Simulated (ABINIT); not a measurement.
# LiH (Fm-3m): least direct gap against volume

The cell of LiH (Fm-3m) is scaled evenly and the response computed anew at each volume, on one mesh.

Cell: a, b, c = 2.880, 2.880, 2.880 Å (primitive vectors), 2 atoms.

Method: ABINIT 10.8.3, PBE, independent particles, k-mesh 14×14×14, Lorentzian half width 0.04 eV.

Launch of the response step: `optic optic.abi`. The series took 51 s in all, its band step included, on 4 threads of Arm Neoverse V2 (shared host).

```tsv
V/V₀	V (Å³, primitive cell)	least direct gap (eV)
0.94	15.88	2.9786
0.97	16.39	3.0014
1.00	16.90	3.0218
1.03	17.41	?
1.06	17.91	3.0566
```

For small changes the quantity should be close to linear in ln V.

Working, on the rows shown:

| x = ln(V/V₀) | y = least direct gap |
| --- | --- |
| -0.0618754 | 2.9786 |
| -0.0304592 | 3.0014 |
| 0 | 3.0218 |
| 0.0582689 | 3.0566 |

Means: x̄ = -0.0085164, ȳ = 3.0146. Σ(x − x̄)(y − ȳ) = 0.005077, Σ(x − x̄)² = 0.007861. Slope = 0.005077 / 0.007861 = 0.6458; intercept = ȳ − slope · x̄ = 3.0201. The line misses the rows shown by at most 0.0017 eV.

Task: Predict the last column of the withheld row from the fit.

Result: At x = 0.029559 the line gives y = 3.0392 eV. The run gave 3.0402 eV, so the interpolation is off by 0.001 eV, 1.3 % of the range in the table.

Between the rows on either side of x = 0 the slope is (3.0402 − 3.0014) / (0.029559 − (-0.030459)) = 0.6465. That is a volume deformation potential of 0.6 eV: the least direct gap on this mesh narrows by 6 meV for each per cent of compression. The cell comes from an older database entry, whose edges can be off by a per cent or so. PBE gaps are as a rule too small.

[Logs are printed without paths, hosts, clocks, repeated set-up lines and the standing remarks that a program may print on its own settings, such as how far it seeks lower states.]
